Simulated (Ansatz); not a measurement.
# (BP)3(GaN)1 [001] superlattice, started as zinc blende: a soft mode frozen in

Which phase does (BP)3(GaN)1 [001] superlattice, started as zinc blende fall into along its unstable mode, and how much energy does it gain?

Program: Ansatz 0.2.0. Level of theory: DFT LDA, scalar-relativistic, plane waves, PAW. Results are calculated unless marked as measured.

The structure was built from a prototype and need not be the compound's stable phase.

### Step 1. The structure

It takes space group Pmm2 (No. 25, orthorhombic). Conventional cell: a = 3.132 Å, b = 3.195 Å, c = 9.106 Å, α = 90.00°, β = 90.00°, γ = 90.00°. B has 2 N at 1.76 Å and 2 P at 1.95 Å nearest. B has 4 P at 1.93 to 1.95 Å nearest. Nearest to B lie 4 P at 1.93 to 1.94 Å. Nearest to Ga lie 2 N at 1.94 Å and 2 P at 2.26 Å. N has 2 B at 1.76 Å and 2 Ga at 1.94 Å nearest. Nearest to P lie 4 B at 1.93 to 1.95 Å. Farther neighbours and most contacts between anions are not listed.

### Step 2. Zone-centre response

The cell comes from relaxations at this level that are not shown. The zone centre is the only wavevector solved here; it holds the modes that light can see, as far as symmetry allows. No field response is asked, since the mesh shows no gap.

File input.yaml:

```yaml
crystal:
  lattice:
    - [2.2590400244, 2.2590400244, 0.0]
    - [-2.2145071592, 2.2145071592, 0.0]
    - [0.0, 0.0, 9.1062624344]
  atoms:
    - { symbol: B, position: [0.0, 0.0, -0.0051625517] }
    - { symbol: B, position: [0.5, 0.5, 0.2403853969] }
    - { symbol: B, position: [0.0, 0.0, 0.4878969646] }
    - { symbol: Ga, position: [0.5, 0.5, 0.7853403341] }
    - { symbol: "N", position: [0.0, 0.5, 0.9059349428] }
    - { symbol: P, position: [0.5, 0.0, 0.1167798499] }
    - { symbol: P, position: [0.0, 0.5, 0.3624645512] }
    - { symbol: P, position: [0.5, 0.0, 0.6063605122] }
kpoints:
  mp_grid: { grid: [12, 12, 4] }
hamiltonian:
  xc: lda
scf:
  occupations: { method: methfessel_paxton, width: 0.2 }
output:
  eigenvalues: true
phonons:
  method: dfpt
```

Started as:

```console
$ ansatz run input.yaml --threads 8 --pin off --max-ram 14336MiB --backend cpu --events-out ev --progress --plain --runs-dir out
```

Numbers of over 12 decimals in the logs are rounded to 6 here.

What it wrote:

```text
zone centre: on kpoints.mp_grid the ground state, and the responses unless they are solved on pairs of k-points, stand on 222 of the mesh's 576 k-points, reduced under 2 symmetry operations, with k and −k counted as one. Each operation leaves every solved displacement unchanged or reverses it
Engine: ansatz 0.2.0, x86_64-unknown-linux-gnu
Pseudopotentials: kind: paw
Pseudopotential: B, paw, valence charge 3, recommended cutoff 420 eV (normal), B.paw.azcp
Pseudopotential: Ga, paw, valence charge 13, recommended cutoff 420 eV (normal), Ga.paw.azcp
Pseudopotential: N, paw, valence charge 5, recommended cutoff 420 eV (normal), N.paw.azcp
Pseudopotential: P, paw, valence charge 5, recommended cutoff 420 eV (normal), P.paw.azcp
Functional definition: SPW92
  exchange = slater_x
  correlation = pw_c
Crystal: 8 atoms, lattice volume = 91.111 Å³
Basis set: ecut = 420 eV, 1799 PW (Γ), exchange–correlation on 48×48×128 points (8 copies of the dense FFT grid, shifted against one another)
Bands: 29, of which v1, the nominal top of the filled ones, is band 21 counted from 1 (20 counted from 0)
Symmetry: 4 space group operations
k-points: 222 of 576 (irreducible under 2 space group operations, time reversal used)
Non-local potential: B, projectors of the file, l = 0: 2, l = 1: 2, l = 2: 1
Non-local potential: Ga, projectors of the file, l = 0: 2, l = 1: 2, l = 2: 3, l = 3: 1
Non-local potential: N, projectors of the file, l = 0: 2, l = 1: 2, l = 2: 1
Non-local potential: P, projectors of the file, l = 0: 2, l = 1: 2, l = 2: 2
PAW form: soft (Blöchl's): semilocal exchange-correlation on the pseudo side does not see the compensation charge
PAW frozen core: B, regenerated for the run's functional, and the local potential with it (the file was generated under x = pbe(κ = 0.804, μ = 0.219515), c = pbe(β = 0.066725))
PAW frozen core: Ga, regenerated for the run's functional, and the local potential with it (the file was generated under x = pbe(κ = 0.804, μ = 0.219515), c = pbe(β = 0.066725))
PAW frozen core: N, regenerated for the run's functional, and the local potential with it (the file was generated under x = pbe(κ = 0.804, μ = 0.219515), c = pbe(β = 0.066725))
PAW frozen core: P, regenerated for the run's functional, and the local potential with it (the file was generated under x = pbe(κ = 0.804, μ = 0.219515), c = pbe(β = 0.066725))
PAW one-centre angular grid: B, 110 points (default); XC on 64 Gauss nodes
PAW one-centre angular grid: Ga, 590 points (default); XC on 64 Gauss nodes
PAW one-centre angular grid: N, 110 points (default); XC on 64 Gauss nodes
PAW one-centre angular grid: P, 110 points (default); XC on 64 Gauss nodes
Initial density: superposition of atomic densities (neutral atoms: chi_scale 0, normalization atom), corrected by the library's trained network
Initial wavefunctions: pseudopotential atomic-orbital guess
Functional: x = slater, c = lda
SCF iter   1: F=—  HF=-6710.280907 eV  |F-HF|=—  |Δ(HF+E_count)|=         —  Δρ=8.87e-3  dr2=8.80e-2  ethr=1.77e-3  ⟨swp⟩=6.5  Hψ=33026  notcnv=0
preconditioner: auto → Kerker (q_TF=auto, 2.398 Å⁻¹)  [metal: Δε(μ)=0.005 eV  Ē_g=12.934 eV  σ=0.200 eV  W_gap=0.02  n_scr=18 (ndim 8)  ℏωp=25.2 eV  f_vac=0.000  D(μ)=0.86/eV (n_scr^D=2)]
SCF iter   2: F=—  HF=-6710.265268 eV  |F-HF|=—  |Δ(HF+E_count)|=   1.56e-2  S|Δr|=    0.00e0  Δρ=3.82e-3  dr2=1.67e-2  ethr=2.10e-4  ⟨swp⟩=1.1  Hψ=8316  notcnv=0
SCF iter   3: F=—  HF=-6710.261886 eV  |F-HF|=—  |Δ(HF+E_count)|=   3.38e-3  S|Δr|=    0.00e0  Δρ=1.35e-3  dr2=2.77e-3  ethr=3.98e-5  ⟨swp⟩=2.2  Hψ=8448  notcnv=0
SCF iter   4: F=—  HF=-6710.261315 eV  |F-HF|=—  |Δ(HF+E_count)|=   5.71e-4  S|Δr|=    0.00e0  Δρ=3.52e-4  dr2=3.10e-4  ethr=6.60e-6  ⟨swp⟩=2.4  Hψ=10364  notcnv=0
SCF iter   5: F=—  HF=-6710.261276 eV  |F-HF|=—  |Δ(HF+E_count)|=   3.90e-5  S|Δr|=    0.00e0  Δρ=1.58e-4  dr2=9.16e-5  ethr=7.37e-7  ⟨swp⟩=2.9  Hψ=11459  notcnv=0
SCF iter   6: F=—  HF=-6710.261262 eV  |F-HF|=—  |Δ(HF+E_count)|=   1.39e-5  S|Δr|=    0.00e0  Δρ=8.22e-5  dr2=2.78e-5  ethr=2.18e-7  ⟨swp⟩=2.0  Hψ=7939  notcnv=0
SCF iter   7: F=—  HF=-6710.261256 eV  |F-HF|=—  |Δ(HF+E_count)|=   5.77e-6  S|Δr|=    0.00e0  Δρ=4.63e-5  dr2=5.47e-6  ethr=6.62e-8  ⟨swp⟩=2.3  Hψ=9906  notcnv=0
SCF iter   8: F=—  HF=-6710.261255 eV  |F-HF|=—  |Δ(HF+E_count)|=   1.54e-6  S|Δr|=    0.00e0  Δρ=1.36e-5  dr2=5.70e-7  ethr=1.30e-8  ⟨swp⟩=2.0  Hψ=10076  notcnv=0
SCF iter   9: F=—  HF=-6710.261254 eV  |F-HF|=—  |Δ(HF+E_count)|=   3.96e-7  S|Δr|=    0.00e0  Δρ=3.32e-6  dr2=1.44e-8  ethr=1.36e-9  ⟨swp⟩=2.0  Hψ=7225  notcnv=0
SCF iter  10: F=—  HF=-6710.261254 eV  |F-HF|=—  |Δ(HF+E_count)|=   1.44e-9  S|Δr|=    0.00e0  Δρ=9.26e-7  dr2=1.07e-9  ethr=3.42e-11  ⟨swp⟩=2.1  Hψ=10362  notcnv=0
SCF iter  11: F=—  HF=-6710.261254 eV  |F-HF|=—  |Δ(HF+E_count)|=  7.00e-11  S|Δr|=    0.00e0  Δρ=2.12e-7  dr2=1.24e-10  ethr=2.55e-12  ⟨swp⟩=2.3  Hψ=10397  notcnv=0
SCF iter  12: F=—  HF=-6710.261254 eV  |F-HF|=—  |Δ(HF+E_count)|=  1.36e-11  S|Δr|=    0.00e0  Δρ=8.87e-8  dr2=2.37e-11  ethr=1.00e-12  ⟨swp⟩=1.2  Hψ=6046  notcnv=0
SCF iter  13: F=-6710.261254 eV  HF=-6710.261254 eV  |F-HF|=1.82e-12  |Δ(HF+E_count)|=  3.64e-12  S|Δr|=    0.00e0  Δρ=3.88e-8  dr2=2.71e-12  ethr=1.00e-12  ⟨swp⟩=11.9  Hψ=34228  notcnv=0
SCF 1 converged in 13 iterations: F = -6710.261254 eV  dr2 = 2.71e-12
  greatest PAW one-centre occupation: 0.995 electrons in one spin orbital (limit 2), on the Ga atom at site 3 (counted from 0), in its partial waves of l = 2
DFPT response loops at Γ: preconditioner auto → Kerker (q_TF=auto, 2.398 Å⁻¹) (partly filled bands, converged f_vac=0.000); β = 1.00, the filter's whole step (`scf.mixing.beta` (0.50) is not read by the response loops under this deck's `scf.mixing.preconditioner`; to damp them name `kerker` or `kerker_dos`, under which they read `scf.mixing.beta`, and type it under 1.00, their step now; both keys bind the ground state too); Broyden in place of MSR1
SCF converged after 13 iterations
Stability not checked: this state was not tested for a lower state beside it, because cold or Methfessel-Paxton smearing, or corrected tetrahedra, fill the levels in a way that the test cannot read (fill_not_monotonic; see scf.lower_state_search)
Free energy (F): -6710.261254 eV
Harris-Foulkes:  -6710.261254 eV  (|F-HF|=1.82e-12)
Internal energy: -6710.258067 eV  (E = F + TS)
E sigma→0 (E₀):  -6710.260457 eV
Entropy (-TS):   -0.003188 eV (-0.398 meV/atom)
Fermi energy:    11.010142 eV
--- Per-component energies (eV) ---
  E_band       = 45.354963
  E_kinetic    = 615.190281
  E_local      = -3021.143847  (includes V_loc(G=0)·N_el)
  E_nonlocal   = 616.861336
  E_hartree    = 1371.026789
  E_xc         = -412.631129
  E_vxc        = -437.737043  (∫ρ·V_xc dr)
  E_paw        = -3869.933422  (= ΣΔE_a)
  E_vpaw       = -469.869338  (= ΣTr[D̂ρ^β])
  E_aug_tail   = -0.000020  (compensation charges beyond the density's cutoff)
  E_ewald      = -2011.926138
  E_core_change = 2.298081  (= ΣΔE_core)
  E_smearing   = -0.003188  (= −TS)
  E_closure    = 0.000000  (closes the sum)
  Σ components = -6710.261254   (vs F -6710.261254, Δ=0.00e0)
--- Band table (eV; the first three rows and the last of 222) ---
  k-point 0: bands = [... 17 lower, 8.0052, 9.1625, 9.6859, 10.4717, 11.1890, 11.5530, 11.6762, 12.5334, ... 4 higher]
  k-point 1: bands = [... 17 lower, 8.0945, 8.8074, 9.4964, 10.5370, 11.0265, 11.5055, 11.7528, 12.5599, ... 4 higher]
  k-point 2: bands = [... 17 lower, 8.1106, 8.1854, 9.2801, 10.5878, 10.8733, 11.4559, 11.8425, 12.6185, ... 4 higher]
  k-point 221: bands = [... 17 lower, 4.9224, 4.9767, 5.1778, 5.3945, 12.1235, 12.2549, 12.3920, 12.8209, ... 4 higher]
--- Phonons (Γ-DFPT): 16 representative perturbations + reference, on 222 of 576 k-points (Σ response iterations 52) ---
  k mesh reduced under 2 symmetry operations, with k and −k counted as one. Each operation leaves every solved displacement unchanged or reverses it
  ASR residual: 7.302e-5 → 0.000e0 eV/Å²; symmetrization residual: 8.494e-7 eV/Å²
  ASR residual per site (eV/Å²): 1.78e-5 8.44e-6 1.75e-5 1.31e-5 7.30e-5 2.45e-5 1.20e-5 1.43e-5
  Γ frequencies (cm⁻¹): -207.01 0.00 0.00 0.00 133.67 158.88 229.39 238.47 261.42 288.25 345.72 352.52 370.19 489.04 590.98 597.73 733.58 741.60 789.73 792.82 797.78 807.16 820.54 831.25
  non-analytic LO–TO correction: not included (Born effective charges unavailable; polar crystals: no LO–TO splitting at Γ)
```

Elapsed: 2.1 min, on 8 threads of Intel Xeon Platinum 8259CL at 2.50GHz (Skylake/Cascade Lake), shared host; peak memory 2.4 GiB; 14 min of CPU time.

In the SCF lines HF is the Harris–Foulkes energy and dr2 the Hartree energy of the density residual, in eV; the loop may stop once dr2 is under the threshold and the program's other checks hold. Hψ counts applications of the Hamiltonian.

This step gave:

- volume per atom: 11.39 Å³
- gap on the k-mesh: 0 eV
- sum-rule residual before enforcement: 7.30e-5 eV/Å²
- point group: mm2
- highest optical mode at the zone centre (no LO-TO term): 831.2 cm⁻¹
- lowest optical zone-centre mode: -207.0 cm⁻¹

Patterns of degenerate modes are one choice out of their space. The modes at Γ (shares of kinetic energy by element, %) (negative means imaginary):

```csv
mode,frequency (cm⁻¹),symmetry,B %,Ga %,N %,P %
1,-207.0,B1,63,1,36,0
2,0.0,acoustic,16,33,7,44
3,0.0,acoustic,16,33,7,44
4,0.0,acoustic,16,33,7,44
5,133.7,B1,11,40,7,42
6,158.9,B2,12,48,4,36
7,229.4,B2,20,7,0,73
8,238.5,B1,22,1,15,61
9,261.4,A1,10,54,0,36
10,288.2,B2,20,3,0,77
11,345.7,B1,27,6,19,48
12,352.5,A1,20,0,7,73
13,370.2,B1,11,20,15,54
14,489.0,A1,5,9,6,80
15,591.0,A1,10,3,58,29
16,597.7,B2,5,9,79,7
17,733.6,B1,76,0,0,24
18,741.6,B2,78,0,1,21
19,789.7,A1,85,0,1,14
20,792.8,B2,76,0,2,21
21,797.8,B1,75,0,0,25
22,807.2,A1,75,0,20,5
23,820.5,A1,81,0,1,18
24,831.2,B2,73,0,7,19
```

Displacements in mode 1 (-207.0 cm⁻¹), the largest set to 1:
```
B1  -1.00  1.00  0.00
B2  -0.06  0.06  0.00
B3   0.04 -0.04  0.00
Ga4  0.04 -0.04  0.00
N5   0.67 -0.67  0.00
P6  -0.05  0.05  0.00
P7   0.00  0.00  0.00
P8   0.01 -0.01  0.00
```

Displacements in mode 23 (820.5 cm⁻¹), the largest set to 1:
```
B1   0.00  0.00  0.24
B2   0.00  0.00  1.00
B3   0.00  0.00 -0.05
Ga4  0.00  0.00  0.00
N5   0.00  0.00 -0.08
P6   0.00  0.00 -0.24
P7   0.00  0.00 -0.16
P8   0.00  0.00  0.02
```

Before it was imposed, the acoustic sum rule was missed by 7.3e-5 eV/Å². Small misses are needed for a sound result but don't prove that mesh and cutoff are converged. The lowest optical mode is imaginary, 207.0i cm⁻¹, so the energy falls along it.

### Step 3. The mode frozen in, largest atomic shift 0 Å

The mode followed lies at Γ with frequency 207.0i cm⁻¹, the softest among the wavevectors solved. At small amplitude the distorted cell has space group no. 6 by a symmetry search on the positions. The undistorted cell that holds it gives the zero of energy on the same k mesh.

Edit input.yaml of step 2 so:

```diff
@@ -6,3 +6,3 @@
   atoms:
-    - { symbol: B, position: [0.0, 0.0, -0.0051625517] }
+    - { symbol: B, position: [0.0, 0.0, 0.9948374483] }
     - { symbol: B, position: [0.5, 0.5, 0.2403853969] }
@@ -21,4 +21,4 @@
 output:
+  forces: true
+  stress: true
   eigenvalues: true
-phonons:
-  method: dfpt
```

What it wrote:

```text
[...]
Crystal: 8 atoms, lattice volume = 91.111 Å³
Basis set: ecut = 420 eV, 1799 PW (Γ)
Bands: 29, of which v1, the nominal top of the filled ones, is band 21 counted from 1 (20 counted from 0)
Symmetry: 4 space group operations
[...]
k-points: 147 of 576 (time reversal used)
[...]
k-point 0: bands = [... 17 lower, 8.0052, 9.1625, 9.6859, 10.4717, 11.1890, 11.5529, 11.6762, 12.5334, ... 4 higher]
  k-point 1: bands = [... 17 lower, 8.0945, 8.8074, 9.4964, 10.5370, 11.0265, 11.5055, 11.7528, 12.5599, ... 4 higher]
  k-point 2: bands = [... 17 lower, 8.1106, 8.1854, 9.2801, 10.5878, 10.8733, 11.4559, 11.8425, 12.6185, ... 4 higher]
  k-point 146: bands = [... 17 lower, 4.9224, 4.9767, 5.1778, 5.3945, 12.1235, 12.2549, 12.3920, 12.8209, ... 4 higher]
[key lines of the parts left out:]
SCF converged after 9 iterations
Free energy (F): -6710.261253 eV
Fermi energy:    11.010147 eV
P = ⅓ Tr σ = 0.0009 GPa (0.009 kbar)
```

The job ended after 5.9 s (8 threads; peak memory 0.68 GiB).

This step gave:

```yaml
pressure: 9.19e-4 GPa
energy_from_the_undistorted_cell: 0 meV/atom
```

The run ends at a pressure of 0.00 GPa, with forces up to 4.3e-4 eV/Å.

### Step 4. The mode frozen in, largest atomic shift 0.14 Å

The atoms are moved along the unstable eigenvector, the largest shift by 0.14 Å, with the cell fixed.

input.yaml, the sections that differ from step 3:

```yaml
crystal:
  lattice:
    - [2.2590400244, 2.2590400244, 0.0]
    - [-2.2145071592, 2.2145071592, 0.0]
    - [0.0, 0.0, 9.1062624344]
  atoms:
    - { symbol: B, position: [0.0, 0.0447029259, 0.9948374483] }
    - { symbol: B, position: [0.5, 0.5027688652, 0.2403853969] }
    - { symbol: B, position: [0.0, -0.0016422309, 0.4878969646] }
    - { symbol: Ga, position: [0.5, 0.4982578206, 0.7853403341] }
    - { symbol: "N", position: [0.0, 0.4699956566, 0.9059349428] }
    - { symbol: P, position: [0.5, 0.0021620843, 0.1167798499] }
    - { symbol: P, position: [0.0, 0.4999359549, 0.3624645512] }
    - { symbol: P, position: [0.5, -0.0006024745, 0.6063605122] }
# kpoints, hamiltonian, scf, output: as in step 3
```

What it wrote:

```text
[...]
Crystal: 8 atoms, lattice volume = 91.111 Å³
Basis set: ecut = 420 eV, 1799 PW (Γ)
Bands: 29, of which v1, the nominal top of the filled ones, is band 21 counted from 1 (20 counted from 0)
Symmetry: 2 space group operations
[...]
k-points: 182 of 576 (time reversal used)
[...]
k-point 0: bands = [... 17 lower, 7.9507, 9.0401, 9.7575, 10.4950, 11.1988, 11.5398, 11.6464, 12.4431, ... 4 higher]
  k-point 1: bands = [... 17 lower, 8.0320, 8.7285, 9.5633, 10.5503, 11.0609, 11.4895, 11.7124, 12.4599, ... 4 higher]
  k-point 2: bands = [... 17 lower, 8.0461, 8.1908, 9.3455, 10.6270, 10.8994, 11.4333, 11.7937, 12.5019, ... 4 higher]
  k-point 181: bands = [... 17 lower, 4.9011, 4.9777, 5.2854, 5.4128, 12.0703, 12.1905, 12.3248, 12.8556, ... 4 higher]
[key lines of the parts left out:]
SCF converged after 9 iterations
Free energy (F): -6710.274070 eV
Fermi energy:    11.026813 eV
P = ⅓ Tr σ = 1.3854 GPa (13.854 kbar)
```

The job ended after 7.4 s (8 threads; peak memory 0.75 GiB; 53 s of CPU time).

Numbers from this step:

| Property | Result |
| --- | --- |
| pressure | 1.385 GPa |
| energy from the undistorted cell | -1.624 meV/atom |

The energy, extrapolated to zero smearing, is -1.62 meV/atom against the undistorted cell.

The run ends at a pressure of 1.39 GPa, with forces up to 0.45 eV/Å.

### Step 5. Energy along the mode, all amplitudes (two of the runs are shown above)

An imaginary frequency means negative curvature, so the energy should fall and then rise again as anharmonic terms take over.

This step gave:

| Property | Result |
| --- | --- |
| depth at the lowest point sampled | 1.624 meV/atom |
| largest atomic shift at that point | 0.14 Å |

Energy from the parent against largest atomic shift:

```csv
largest atomic shift (Å),energy from the parent (meV/atom)
0.000,0
0.040,-0.264
0.080,-0.918
0.140,-1.62
0.220,3.06
0.320,41.2
```

Displacement at unit largest shift by atom:

| atom | x (Å) | y (Å) | z (Å) | size |
| --- | --- | --- | --- | --- |
| B1 | -0.707 | 0.707 | 0.000 | 1.000 |
| B2 | -0.044 | 0.044 | 0.000 | 0.062 |
| B3 | 0.026 | -0.026 | 0.000 | 0.037 |
| Ga4 | 0.028 | -0.028 | 0.000 | 0.040 |
| N5 | 0.475 | -0.475 | 0.000 | 0.672 |
| P6 | -0.034 | 0.034 | 0.000 | 0.048 |
| P7 | 0.001 | -0.001 | 0.000 | 0.001 |
| P8 | 0.010 | -0.010 | 0.000 | 0.014 |

The lowest of the steps tried is at 0.14 Å, 1.62 meV/atom below the parent; the bottom of the well need not coincide with a step.

[end of part 1 of 3]

[Logs are printed without paths, hosts, clocks, repeated set-up lines and the standing remarks that a program may print on its own settings, such as how far it seeks lower states.]

[Hosts, paths, dates, database ids (printed as entryN), source tags and the programs' standing remarks are cut or masked in the printed files.]
